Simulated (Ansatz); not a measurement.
**Liquid (Cs,Li)F at 1000 K (112 atoms), the geometry as built**

Geometry: the geometry as built. Computed with Ansatz 0.2.0: Kohn-Sham DFT, RPBE, PAW (set soft_2), plane waves; cutoff 420 eV, Γ point, fixed occupations; density 2.95 g/cm³.

Extended XYZ; positions in Å, forces in eV/Å:

```xyz
112
Lattice="13.346 0.000 0.000 0.000 13.346 0.000 0.000 0.000 13.346" Properties=species:S:1:pos:R:3:forces:R:3 pbc="T T T"
Cs 6.766 1.306 3.702 -1.363 0.039 -0.741
Cs 12.533 9.287 0.722 -0.326 0.480 -0.223
Cs 9.138 7.139 2.438 0.179 -0.249 -0.212
Cs 6.010 9.587 10.649 0.465 0.133 -1.368
Cs 3.855 1.919 10.904 0.104 -0.533 0.259
Cs 6.055 4.652 0.260 0.841 -0.424 0.175
Cs 13.058 11.657 7.301 0.406 -0.331 -0.208
Cs 0.548 3.313 0.624 -0.043 -0.432 0.077
Cs 10.523 4.188 13.204 -0.807 -0.273 0.051
Cs 12.090 3.088 5.009 0.251 -0.639 -0.911
Cs 3.254 9.452 7.661 -0.106 0.189 -0.222
Cs 3.146 0.979 5.427 -0.850 0.148 0.063
Cs 11.026 0.432 9.533 -0.637 0.257 0.066
Cs 7.173 9.917 3.931 -0.638 0.229 0.536
Cs 0.679 2.217 8.723 0.583 0.428 -0.152
Cs 6.759 5.280 9.800 0.070 0.558 0.202
Cs 9.844 7.164 10.702 0.300 -1.045 -0.216
Cs 12.019 5.200 7.919 -0.038 1.243 0.385
Cs 5.892 8.880 0.489 0.384 -0.148 0.539
Cs 8.992 10.975 8.196 -0.450 -0.962 -0.110
Cs 3.256 5.259 8.023 0.197 -0.175 -0.015
Cs 5.688 13.002 7.666 -0.066 -0.485 0.102
Li 3.004 4.790 12.621 -0.122 0.344 -0.296
Li 3.542 7.921 2.944 0.274 -0.007 -0.321
Li 8.781 3.522 3.047 0.544 0.385 -0.372
Li 10.164 1.198 2.373 0.173 -0.229 -0.402
Li 8.985 10.975 12.954 -0.934 -0.114 0.205
Li 3.809 4.820 2.625 -0.128 0.004 -0.374
Li 3.344 6.921 10.603 0.604 0.135 -0.117
Li 9.392 2.644 7.124 -0.443 -0.327 0.193
Li 11.904 8.907 4.587 -0.235 0.256 -0.199
Li 6.436 12.758 11.421 -0.052 -0.267 -0.036
Li 9.364 11.570 2.317 -0.181 0.789 -0.306
Li 10.855 11.781 4.640 -0.123 0.057 0.241
Li 2.937 11.018 11.291 -0.498 -0.423 -0.290
Li 2.079 12.368 0.776 -0.432 0.644 -0.188
Li 10.725 10.007 10.640 0.799 -0.083 0.113
Li 8.156 1.002 0.064 0.078 0.223 -0.135
Li 6.637 7.725 7.158 0.158 0.537 0.633
Li 0.205 8.554 10.054 -0.211 0.768 0.033
Li 11.879 5.822 3.968 -0.280 0.232 -0.578
Li 4.011 11.871 3.165 0.262 0.134 0.281
Li 0.368 5.799 11.158 0.066 -0.448 -0.004
Li 0.072 11.666 11.027 0.455 -0.102 0.226
Li 0.793 6.589 2.404 -0.530 0.365 0.285
Li 13.119 12.677 3.469 0.021 0.346 0.458
Li 6.515 5.365 4.965 0.256 0.530 0.117
Li 6.381 2.912 7.435 -0.133 0.147 0.190
Li 2.154 4.640 4.683 -0.636 0.213 0.019
Li 8.827 0.415 5.298 0.688 -0.305 0.108
Li 10.755 0.213 12.799 -0.116 0.234 0.402
Li 2.522 8.175 0.063 -0.126 0.066 0.076
Li 7.835 1.711 10.433 0.083 -0.376 0.281
Li 8.938 7.661 5.929 0.764 -0.146 0.174
Li 3.472 1.803 1.776 -0.075 -0.366 -0.283
Li 1.199 10.404 3.654 -0.171 0.030 0.676
F 9.413 2.040 4.429 0.061 0.216 -0.214
F 2.212 0.962 0.307 0.380 -0.385 0.569
F 8.115 6.269 12.708 0.056 -0.014 0.154
F 7.546 12.856 9.742 0.079 0.757 0.788
F 9.536 1.379 11.787 -0.342 -0.090 -0.032
F 7.795 3.009 8.867 0.488 -0.930 0.144
F 7.268 5.045 3.017 -0.160 -0.715 1.145
F 10.312 12.426 6.398 0.005 0.635 -0.804
F 7.580 1.709 6.481 0.522 -0.051 0.015
F 1.123 11.206 12.711 0.623 0.652 0.282
F 8.545 2.185 1.545 0.096 0.223 0.333
F 11.372 2.626 7.536 -1.416 -0.338 0.382
F 10.042 9.358 5.211 0.224 -0.408 -0.235
F 4.453 5.487 11.452 -1.161 0.334 0.159
F 6.004 4.738 7.006 0.315 -0.003 -1.140
F 8.928 9.487 11.069 0.413 1.481 0.409
F 6.546 1.467 12.092 0.614 -0.429 -0.429
F 3.450 9.263 11.902 -0.379 -0.710 0.661
F 12.064 8.701 11.389 0.391 -0.060 -0.099
F 10.904 12.967 3.205 0.168 -0.231 -0.115
F 3.250 6.149 3.989 -0.231 -0.559 -0.270
F 0.257 4.947 3.443 0.797 0.547 -0.036
F 7.022 7.379 5.343 0.447 -0.622 0.421
F 0.080 0.668 5.144 0.138 -0.583 -0.360
F 9.014 9.865 1.432 0.383 0.766 -0.089
F 10.666 6.319 5.433 0.028 0.089 -0.198
F 1.114 6.886 9.622 -0.013 0.217 0.766
F 11.700 1.653 0.782 -0.630 -0.700 0.031
F 4.835 7.504 9.235 -0.773 -0.460 -0.078
F 10.504 4.537 2.639 -0.221 0.034 0.644
F 1.609 8.495 1.877 0.869 -0.705 0.102
F 4.694 13.295 2.116 -0.607 0.265 0.107
F 8.232 12.405 3.984 0.661 0.034 0.182
F 3.385 3.786 0.899 0.069 0.204 -0.088
F 4.586 12.114 10.308 -0.411 0.006 0.659
F 1.313 10.260 9.993 -0.096 0.025 -0.008
F 1.289 6.137 12.967 0.492 0.215 -0.355
F 12.531 10.794 3.742 -0.015 -0.124 0.174
F 4.349 2.307 7.944 0.406 0.033 -0.065
F 9.105 12.858 0.797 0.506 -0.484 -0.430
F 11.982 4.695 11.071 1.002 0.585 -0.570
F 6.143 9.895 7.428 0.269 -0.578 -0.146
F 0.357 13.320 9.999 -0.081 -0.789 0.324
F 4.501 6.698 1.309 -1.063 -0.054 0.648
F 12.319 7.383 2.866 0.041 -0.044 0.659
F 6.842 11.161 12.758 0.610 1.062 -0.416
F 11.643 9.734 8.894 -0.312 0.237 0.290
F 4.567 9.599 2.782 -0.769 -0.050 0.335
F 1.117 4.358 6.634 0.225 -0.058 -0.962
F 4.612 12.178 5.026 0.063 -0.337 -0.439
F 1.127 9.759 5.569 0.060 -0.043 -0.598
F 1.827 12.217 3.021 -0.240 -0.734 -0.501
F 11.250 11.894 11.618 -0.107 -0.193 0.245
F 2.053 3.962 10.606 -0.294 0.470 0.514
F 8.311 7.278 8.288 -0.444 0.236 -1.152
F 3.441 2.882 3.486 0.011 0.902 -0.201
```

The force components of 0.46 eV/Å r.m.s. hold both thermal displacement and the mismatch between the potential that made the cell and DFT. The network of bonds at the start is that of the classical potential that made the cell, and needn't be the one that DFT or experiment would give. Only the Γ point is sampled, in a cell whose shortest periodic width is 13 Å.

The r.m.s. force component is 0.457 eV/Å; the longest force, 1.59 eV/Å, acts on F72.

[Long decimals in the printed logs are rounded to 6 places.]

[Logs are printed without paths, hosts, clocks, repeated set-up lines and the standing remarks that a program may print on its own settings, such as how far it seeks lower states.]

[Hosts, paths, dates, database ids (printed as entryN), source tags and the programs' standing remarks are cut or masked in the printed files.]
